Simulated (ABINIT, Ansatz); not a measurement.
Entries from a set of simulations; values are calculated unless marked as measured.

## Al3GaN4 (P-43m): one start, several treatments of the self-energy

The structure is cubic, space group P-43m (No. 215). The conventional cell has a = 4.401 Å, b = 4.401 Å, c = 4.401 Å, α = 90.00°, β = 90.00°, γ = 90.00°. Nearest to Al lie 4 N at 1.89 Å. Ga has 4 N at 1.95 Å nearest. Nearest to N lie 3 Al at 1.89 Å and 1 Ga at 1.95 Å. Farther neighbours, and contacts between anions beyond the nearest, are not listed.

```yaml
method: RPA screening on PBEsol, plane waves, norm-conserving pseudopotentials (and 3 further levels or steps)
program: ABINIT 10.8.3
settings: cutoff 45 Ha, PseudoDojo scalar-relativistic 0.4 stringent, norm-conserving, ngkpt (2, 2, 2), nband 81, ecuteps 4.2 Ha, gwcalctyp 2, nfreqre 16, nfreqim 8, inclvkb 2, freqremax 40 eV, spmeth 1, nomegasf 120, shiftk (0, 0, 0), symchi 1, awtr 1, frequency cd, 2×2×2 k-mesh
cost: 8 runs, 1.8 min in all on 4 MPI ranks of Arm Neoverse V2, shared host
notes: The program’s warnings: Min real frequency set to default [Ha] =. The cell and positions are those that the Materials Project relaxed with its own functionals (PBE, PBE+U or r2SCAN), kept fixed. Limits: no spin-orbit coupling. The 2×2×2 mesh is coarse for this cell, which bears on the long-range parts of exchange and screening.
g0w0_godby_needs_plasmon_pole: 4.273 eV
g0w0_von_der_linden_horsch_plasmon_pole: 4.181 eV
g0w0_engel_farid_plasmon_pole: 4.241 eV
one_shot_hartree_fock: 11.587 eV
g0w0_contour_deformation: 4.279 eV
known_limits: short of the basis limit; no spin-orbit coupling; coarse k mesh
```

G0W0, von der Linden-Horsch plasmon pole: −0.092 eV against G0W0, Godby-Needs plasmon pole. G0W0, Engel-Farid plasmon pole: −0.032 eV against G0W0, Godby-Needs plasmon pole.

[Long decimals in the printed logs are rounded to 6 places.]

[Logs are printed without paths, hosts, clocks, repeated set-up lines and the standing remarks that a program may print on its own settings, such as how far it seeks lower states.]

[Paths, hosts, dates, memory and timing lines, banners, echoed tables and standing remarks are left out of the program output; an Ansatz launch command may be rebuilt from the run's recorded settings. Measured values are a selection of at most five: reports struck by readers or far from the other reports are left out. None is set beside runs whose start may be inverted or whose files or cutoffs have a known fault.]

[Runs of the session that timed out or met a known fault of the program may be left out.]

[Hosts, paths, dates, database ids (printed as entryN), source tags and the programs' standing remarks are cut or masked in the printed files.]

[G0W0 gaps are taken among the corrected bands and points alone; a level outside them can change the order at an edge.]

[Where Ansatz stands beside ABINIT at settings called matched, ABINIT's density can come from a denser mesh and the files from another edition; pairs whose starting gaps differed by over 0.03 eV were left out, so agreement reads better than it is.]
